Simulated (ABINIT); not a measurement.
# Completion of the band sum in GW: MgH2 (P4_2/mnm)

Aim: few bands, with and without a completion of the sum over empty states, for MgH2 (P4_2/mnm).

Calculated with ABINIT 10.8.3; PBE and many-body steps on it, plane waves.

## (1) Set-up

Symmetry: P4_2/mnm, No. 136, tetragonal system. The conventional cell has a = 4.517 Å, b = 4.517 Å, c = 3.020 Å, α = 90.00°, β = 90.00°, γ = 90.00°. Nearest to Mg lie 6 H at 1.95 Å. H has 3 Mg at 1.95 Å nearest. Farther neighbours, and contacts between anions beyond the nearest, are not listed.

The cell and positions come from the Crystallography Open Database and are kept as given unless a step says otherwise.

## (2) Empty states on the mesh, 4×4×4 mesh, 151 bands

This step: ABINIT 10.8.3; DFT, PBE, plane waves, norm-conserving pseudopotentials.

The sums over transitions need many empty states on a uniform mesh; this step solves for them.

Input file run.abi:

```
acell 3*1.0 Angstrom
rprim 
  4.516800000000 0.000000000000 0.000000000000
  0.000000000000 4.516800000000 0.000000000000
  0.000000000000 0.000000000000 3.020500000000
ntypat 2
znucl 12 1
natom 6
typat 1 1 2 2 2 2
xred 
  0.000000000000 0.000000000000 0.000000000000
  0.500000000000 0.500000000000 0.500000000000
  0.306000000000 0.306000000000 0.000000000000
  0.194000000000 0.806000000000 0.500000000000
  0.694000000000 0.694000000000 0.000000000000
  0.806000000000 0.194000000000 0.500000000000
pp_dirpath "pseudos"
pseudos "Mg.upf, H.upf"
ecut 38
ngkpt 4 4 4
nshiftk 1
shiftk 0 0 0
kptopt 1
chksymbreak 0
irdden 1
istwfk *1
nband 151
prtvol 0
optdriver 6
gwr_task "HDIAGO"
paral_kgb 0
occopt 1
indata_prefix "in"
outdata_prefix "out"
tmpdata_prefix "tmp"
```

On the command line:

```bash
OMP_NUM_THREADS=1 mpirun -n 8 abinit run.abi > log
```

Log:

```text
.Version 10.8.3 of ABINIT. v10.8.2 released Aug 2026.

 Symmetries : space group P4_2/m n m (#136); Bravais tP (primitive tetrag.)
[... echo of the input left out ...]
== DATASET  1 ==================================================================
-   mpi_nproc: 8, omp_nthreads: 1 (-1 if OMP is not activated)

--- !DatasetInfo
iteration_state: {dtset: 1, }
dimensions: {natom: 6, nkpt: 18, mband: 151, nsppol: 1, nspinor: 1, nspden: 1, mpw: 4696, }
cutoff_energies: {ecut:  38.0, pawecutdg:  -1.0, }
[...]
Indirect band gap semiconductor
 Fundamental gap:     3.895 (eV)
   VBM:     0.402 (eV) at k: [ 2.5000E-01,  0.0000E+00,  0.0000E+00]
   CBM:     4.297 (eV) at k: [ 5.0000E-01,  5.0000E-01,  5.0000E-01]
 Direct gap:         4.666 (eV) at k: [ 2.5000E-01,  2.5000E-01,  5.0000E-01]

== END DATASET(S) ==============================================================
================================================================================

 -outvars: echo values of variables after computation  --------
           etotal      0.0000000000E+00
            nband         151
             nkpt          18
          spgroup         136
 [... the other variables as echoed above ...]

 Calculation completed.
```

Run time: 2.7 min. Hardware: 8 MPI ranks of Arm Neoverse V2, shared host; peak memory 9.7 GiB.

Read from the output:

```yaml
gap: 3.895 eV
k_of_the_valence_top: 0.25, 0, 0
k_of_the_conduction_bottom: 0.5, 0.5, 0.5
least_direct_gap: 4.666 eV
k_points_computed: 18
lowest_point_of_the_top_converged_band_above_the_valence_top: 87.9258 eV
```

On this mesh the gap is 3.895 eV.

The density comes from a self-consistent run that is not shown.

## (3) Screening, 4×4×4 mesh, 143 bands, screening to 152.4 eV

The RPA dielectric matrix is built and inverted for each q.

This step: RPA screening on PBE, plane waves, norm-conserving pseudopotentials.

Edit run.abi of step 2 so:

```diff
@@ -24,10 +24,11 @@
 chksymbreak 0
-irdden 1
 istwfk *1
-nband 151
-prtvol 0
-optdriver 6
-gwr_task "HDIAGO"
-paral_kgb 0
 occopt 1
+irdwfk 1
+optdriver 3
+nband 143
+ecuteps 5.6
+inclvkb 2
+awtr 1
+symchi 1
 indata_prefix "in"
```

Log:

```text
.Version 10.8.3 of ABINIT. v10.8.2 released Aug 2026.

 Symmetries : space group P4_2/m n m (#136); Bravais tP (primitive tetrag.)
[... echo of the input left out ...]
== DATASET  1 ==================================================================
-   mpi_nproc: 8, omp_nthreads: 1 (-1 if OMP is not activated)

--- !DatasetInfo
iteration_state: {dtset: 1, }
dimensions: {natom: 6, nkpt: 18, mband: 143, nsppol: 1, nspinor: 1, nspden: 1, mpw: 4696, }
cutoff_energies: {ecut:  38.0, pawecutdg:  -1.0, }
electrons: {nelect:   2.40000000E+01, charge:   0.00000000E+00, occopt:   1.00000000E+00, tsmear:   1.00000000E-02, }

 SCREENING: Calculation of the susceptibility and dielectric matrices

 Based on a program developped by R.W. Godby, V. Olevano, G. Onida, and L. Reining.
 Incorporated in ABINIT by V. Olevano, G.-M. Rignanese, and M. Torrent.
.Using double precision arithmetic ; gwpc =  8

[... cell and pseudopotentials left out ...]
--------------------------------------------------------------------------------

 ==== K-mesh for the wavefunctions ====
 Number of points in the irreducible wedge :    18
[... list of points left out ...]
 Together with 16 symmetry operations and time-reversal symmetry
 yields    64 points in the full Brillouin Zone.

 ==== Q-mesh for the screening function ====
 Number of points in the irreducible wedge :    18
[... list of points left out ...]
 Together with 16 symmetry operations and time-reversal symmetry
 yields    64 points in the full Brillouin Zone.

 setmesh: FFT mesh size selected  =    36x   36x   24
          total number of points  =        31104

 vcoul_init : cutoff-mode = AUXILIARY_FUNCTION
 q-points for optical limit:   1
     1)      0.000010    0.000020    0.000030

- screening: taking advantage of time-reversal symmetry
- Maximum band index for partially occupied states nbvw = 12
- Remaining bands to be divided among processors   nbcw = 131
- Number of bands treated by each node ~16

 Number of electrons calculated from density =   24.0000; Expected =   24.0000
 average of density, n =  0.057713
 r_s =    1.6053
 omega_plasma =   23.1736 [eV]

 calculating chi0 at frequencies [eV] :
  1    0.000000E+00    0.000000E+00
  2    0.000000E+00    2.317355E+01

--------------------------------------------------------------------------------
  q-point number  1        q = ( 0.000000, 0.000000, 0.000000) [r.l.u.]
--------------------------------------------------------------------------------
[... chi0 elements left out ...]
 For q-point:  0.000010 0.000020 0.000030
  dielectric constant =   3.6604
  dielectric constant without local fields =   4.0586

  Average fulfillment of the sum rule on Im[epsilon] for q-point    1 :     62.18  [%]
[... wings left out ...]
  q-point number  2        q = ( 0.250000, 0.000000, 0.000000) [r.l.u.]
--------------------------------------------------------------------------------
[... chi0 elements left out ...]
  Average fulfillment of the sum rule on Im[epsilon] for q-point    2 :     68.90  [%]

 [... 16 further q-points ...]
```

The job ended after 69 s (8 MPI ranks; peak memory 2.9 GiB).

This step gave:

- ε∞ with local fields, on this mesh: 3.660
- ε∞ without local fields, on this mesh: 4.059
- plasma frequency: 23.17 eV
- plane waves in the screening matrix: 267

Local fields lower ε∞ by 10 %. On a Γ-centred mesh this coarse the value itself is usually too large, while a short band sum pulls it down.

## (4) 143 bands

The self-energy is evaluated for the states that the input lists, and the quasiparticle equation is solved.

This step: G0W0 on PBE, plane waves, norm-conserving pseudopotentials.

Edit run.abi of step 3 so:

```diff
@@ -27,8 +27,21 @@
 irdwfk 1
-optdriver 3
+optdriver 4
 nband 143
+gwcalctyp 0
+ecutsigx 38
+symsigma 1
+nkptgw 4
+kptgw 
+  0.2500000000 0.0000000000 0.0000000000
+  0.5000000000 0.5000000000 0.5000000000
+  0.2500000000 0.2500000000 0.5000000000
+  0.0000000000 0.0000000000 0.0000000000
+bdgw 
+  11 14
+  11 14
+  11 14
+  10 14
 ecuteps 5.6
-inclvkb 2
-awtr 1
-symchi 1
+irdscr 1
+ppmodel 1
 indata_prefix "in"
```

Log:

```text
.Version 10.8.3 of ABINIT. v10.8.2 released Aug 2026.

 Symmetries : space group P4_2/m n m (#136); Bravais tP (primitive tetrag.)
[... echo of the input left out ...]
== DATASET  1 ==================================================================
-   mpi_nproc: 8, omp_nthreads: 1 (-1 if OMP is not activated)

--- !DatasetInfo
iteration_state: {dtset: 1, }
dimensions: {natom: 6, nkpt: 18, mband: 143, nsppol: 1, nspinor: 1, nspden: 1, mpw: 4696, }
cutoff_energies: {ecut:  38.0, pawecutdg:  -1.0, }
electrons: {nelect:   2.40000000E+01, charge:   0.00000000E+00, occopt:   1.00000000E+00, tsmear:   1.00000000E-02, }

 SIGMA: Calculation of the GW corrections

 Based on a program developped by R.W. Godby, V. Olevano, G. Onida, and L. Reining.
 Incorporated in ABINIT by V. Olevano, G.-M. Rignanese, and M. Torrent.
.Using double precision arithmetic ; gwpc =  8

[... cell and pseudopotentials left out ...]
--------------------------------------------------------------------------------

 ==== K-mesh for the wavefunctions ====
 Number of points in the irreducible wedge :    18
[... list of points left out ...]
 Together with 16 symmetry operations and time-reversal symmetry
 yields    64 points in the full Brillouin Zone.

 ==== Q-mesh for screening function ====
 Number of points in the irreducible wedge :    18
[... list of points left out ...]
 Together with 16 symmetry operations and time-reversal symmetry
 yields    64 points in the full Brillouin Zone.

 vcoul_init : cutoff-mode = AUXILIARY_FUNCTION
 q-points for optical limit:   1
     1)      0.000010    0.000020    0.000030
 setmesh: FFT mesh size selected  =    48x   48x   32
          total number of points  =        73728

 Number of electrons calculated from density =   24.0000; Expected =   24.0000
 average of density, n =  0.057713
 r_s =    1.6053
 omega_plasma =   23.1736 [eV]

 === KS Band Gaps ===
  >>>> For spin  1
   Minimum direct gap =   4.6658 [eV], located at k-point      :   0.2500  0.2500  0.5000
   Fundamental gap    =   3.8953 [eV], Top of valence bands at :   0.2500  0.0000  0.0000
                                       Bottom of conduction at :   0.5000  0.5000  0.5000
 SIGMA fundamental parameters:
 PLASMON POLE MODEL  1
 number of plane-waves for SigmaX                 4651
 number of plane-waves for SigmaC and W            267
 number of plane-waves for wavefunctions          4651
 number of bands                                   143
 number of independent spin polarizations            1
 number of spinorial components                      1
 number of k-points in IBZ                          18
 number of q-points in IBZ                          18
 number of symmetry operations                      16
 number of k-points in BZ                           64
 number of q-points in BZ                           64
 number of frequencies for dSigma/dE                 9
 frequency step for dSigma/dE [eV]                0.25
 number of omega for Sigma on real axis              0
 max omega for Sigma on real axis  [eV]           0.00
 zcut for avoiding poles [eV]                     0.10

 EPSILON^-1 parameters (SCR file):
 dimension of the eps^-1 matrix on file            267
 dimension of the eps^-1 matrix used               267
 number of plane-waves for wavefunctions          4651
 number of bands                                   143
 number of q-points in IBZ                          18
 number of frequencies                               2
 number of real frequencies                          1
 number of imag frequencies                          1

 matrix elements of self-energy operator (all in [eV])

 Perturbative Calculation

--- !SelfEnergy_ee
iteration_state: {dtset: 1, }
kpoint     : [   0.250,    0.000,    0.000, ]
spin       : 1
KS_gap     :    4.798
QP_gap     :    6.745
Delta_QP_KS:    1.947
data: !SigmaeeData |
     Band     E0 <VxcDFT>   SigX SigC(E0)      Z dSigC/dE  Sig(E)    E-E0       E
       11  -0.710 -11.185 -15.060   2.044   0.775  -0.291 -12.604  -1.418  -2.128
       12   0.402 -11.630 -15.054   1.728   0.781  -0.280 -12.955  -1.325  -0.923
       13   5.200  -8.565  -4.388  -3.420   0.822  -0.216  -7.943   0.622   5.822
       14   6.926  -8.266  -3.848  -3.674   0.816  -0.226  -7.659   0.607   7.533

--- !SelfEnergy_ee
iteration_state: {dtset: 1, }
kpoint     : [   0.500,    0.500,    0.500, ]
spin       : 1
KS_gap     :    4.769
QP_gap     :    6.891
Delta_QP_KS:    2.122
data: !SigmaeeData |
     Band     E0 <VxcDFT>   SigX SigC(E0)      Z dSigC/dE  Sig(E)    E-E0       E
       11  -0.472 -11.049 -14.865   1.978   0.777  -0.288 -12.477  -1.428  -1.900
       12  -0.472 -11.049 -14.865   1.978   0.777  -0.288 -12.477  -1.428  -1.900
[...]
--- !SelfEnergy_ee
iteration_state: {dtset: 1, }
kpoint     : [   0.250,    0.250,    0.500, ]
spin       : 1
KS_gap     :    4.666
QP_gap     :    6.730
Delta_QP_KS:    2.064
data: !SigmaeeData |
     Band     E0 <VxcDFT>   SigX SigC(E0)      Z dSigC/dE  Sig(E)    E-E0       E
[...]
--- !SelfEnergy_ee
iteration_state: {dtset: 1, }
kpoint     : [   0.000,    0.000,    0.000, ]
spin       : 1
KS_gap     :    5.246
QP_gap     :    6.933
Delta_QP_KS:    1.687
data: !SigmaeeData |
     Band     E0 <VxcDFT>   SigX SigC(E0)      Z dSigC/dE  Sig(E)    E-E0       E
[...]
12  -0.039 -11.484 -14.821   1.705   0.780  -0.283 -12.756  -1.272  -1.311
       13   5.207  -6.816  -2.910  -3.406   0.829  -0.206  -6.402   0.414   5.622
       14   5.547  -9.978  -5.729  -3.392   0.814  -0.229  -9.281   0.697   6.244

== END DATASET(S) ==============================================================
================================================================================

 -outvars: echo values of variables after computation  --------
           etotal      0.0000000000E+00
            nband         143
             nkpt          18
          spgroup         136
 [... the other variables as echoed above ...]

 Calculation completed.
```

The job ended after 25 s (8 MPI ranks; peak memory 2.7 GiB).

Read from the output:

| Quantity | Value |
| --- | --- |
| G0W0 gap on the mesh | 5.914 eV |
| starting gap on the mesh | 3.895 eV |
| k of the valence top | 0.25, 0, 0 |
| k of the conduction bottom | 0.5, 0.5, 0.5 |
| Z at the valence top | 0.781 |
| Z at the conduction bottom | 0.821 |
| least direct G0W0 gap on the computed points | 6.731 eV |

The gap on the mesh goes from 3.90 eV to 5.91 eV, a correction of +2.02 eV.

## (5) Screening, 4×4×4 mesh, 23 bands, screening to 152.4 eV

This step: RPA screening on PBE, plane waves, norm-conserving pseudopotentials.

Edit run.abi of step 4 so:

```diff
@@ -27,21 +27,8 @@
 irdwfk 1
-optdriver 4
-nband 143
-gwcalctyp 0
-ecutsigx 38
-symsigma 1
-nkptgw 4
-kptgw 
-  0.2500000000 0.0000000000 0.0000000000
-  0.5000000000 0.5000000000 0.5000000000
-  0.2500000000 0.2500000000 0.5000000000
-  0.0000000000 0.0000000000 0.0000000000
-bdgw 
-  11 14
-  11 14
-  11 14
-  10 14
+optdriver 3
+nband 23
 ecuteps 5.6
-irdscr 1
-ppmodel 1
+inclvkb 2
+awtr 1
+symchi 1
 indata_prefix "in"
```

Log:

```text
.Version 10.8.3 of ABINIT. v10.8.2 released Aug 2026.

 Symmetries : space group P4_2/m n m (#136); Bravais tP (primitive tetrag.)
[... echo of the input left out ...]
== DATASET  1 ==================================================================
-   mpi_nproc: 8, omp_nthreads: 1 (-1 if OMP is not activated)

--- !DatasetInfo
iteration_state: {dtset: 1, }
dimensions: {natom: 6, nkpt: 18, mband: 23, nsppol: 1, nspinor: 1, nspden: 1, mpw: 4696, }
cutoff_energies: {ecut:  38.0, pawecutdg:  -1.0, }
electrons: {nelect:   2.40000000E+01, charge:   0.00000000E+00, occopt:   1.00000000E+00, tsmear:   1.00000000E-02, }

 SCREENING: Calculation of the susceptibility and dielectric matrices

 Based on a program developped by R.W. Godby, V. Olevano, G. Onida, and L. Reining.
 Incorporated in ABINIT by V. Olevano, G.-M. Rignanese, and M. Torrent.
.Using double precision arithmetic ; gwpc =  8

[... cell and pseudopotentials left out ...]
--------------------------------------------------------------------------------

 ==== K-mesh for the wavefunctions ====
 Number of points in the irreducible wedge :    18
[... list of points left out ...]
 Together with 16 symmetry operations and time-reversal symmetry
 yields    64 points in the full Brillouin Zone.

 ==== Q-mesh for the screening function ====
 Number of points in the irreducible wedge :    18
[... list of points left out ...]
 Together with 16 symmetry operations and time-reversal symmetry
 yields    64 points in the full Brillouin Zone.

 setmesh: FFT mesh size selected  =    36x   36x   24
          total number of points  =        31104

 vcoul_init : cutoff-mode = AUXILIARY_FUNCTION
 q-points for optical limit:   1
     1)      0.000010    0.000020    0.000030

- screening: taking advantage of time-reversal symmetry
- Maximum band index for partially occupied states nbvw = 12
- Remaining bands to be divided among processors   nbcw = 11
- Number of bands treated by each node ~1

 Number of electrons calculated from density =   24.0000; Expected =   24.0000
 average of density, n =  0.057713
 r_s =    1.6053
 omega_plasma =   23.1736 [eV]

 calculating chi0 at frequencies [eV] :
  1    0.000000E+00    0.000000E+00
  2    0.000000E+00    2.317355E+01

--------------------------------------------------------------------------------
  q-point number  1        q = ( 0.000000, 0.000000, 0.000000) [r.l.u.]
--------------------------------------------------------------------------------
[... chi0 elements left out ...]
 For q-point:  0.000010 0.000020 0.000030
  dielectric constant =   3.5993
  dielectric constant without local fields =   4.0019

  Average fulfillment of the sum rule on Im[epsilon] for q-point    1 :     15.17  [%]
[... wings left out ...]
  q-point number  2        q = ( 0.250000, 0.000000, 0.000000) [r.l.u.]
--------------------------------------------------------------------------------
[... chi0 elements left out ...]
  Average fulfillment of the sum rule on Im[epsilon] for q-point    2 :     28.15  [%]

 [... 16 further q-points ...]
```

The job ended after 9.8 s (8 MPI ranks; peak memory 1.7 GiB; 78 s of CPU time).

Numbers from this step:

```
ε∞ with local fields, on this mesh    : 3.599
ε∞ without local fields, on this mesh : 4.002
plasma frequency                      : 23.17 eV
plane waves in the screening matrix   : 267
```

[end of part 1 of 2]

[Long decimals in the printed logs are rounded to 6 places.]

[Logs are printed without paths, hosts, clocks, repeated set-up lines and the standing remarks that a program may print on its own settings, such as how far it seeks lower states.]

[Paths, hosts, dates, memory and timing lines, banners, echoed tables and standing remarks are left out of the program output; an Ansatz launch command may be rebuilt from the run's recorded settings. Measured values are a selection of at most five: reports struck by readers or far from the other reports are left out. None is set beside runs whose start may be inverted or whose files or cutoffs have a known fault.]

[Runs of the session that timed out or met a known fault of the program may be left out.]

[Hosts, paths, dates, database ids (printed as entryN), source tags and the programs' standing remarks are cut or masked in the printed files.]

[G0W0 gaps are taken among the corrected bands and points alone; a level outside them can change the order at an edge.]

[Where Ansatz stands beside ABINIT at settings called matched, ABINIT's density can come from a denser mesh and the files from another edition; pairs whose starting gaps differed by over 0.03 eV were left out, so agreement reads better than it is.]
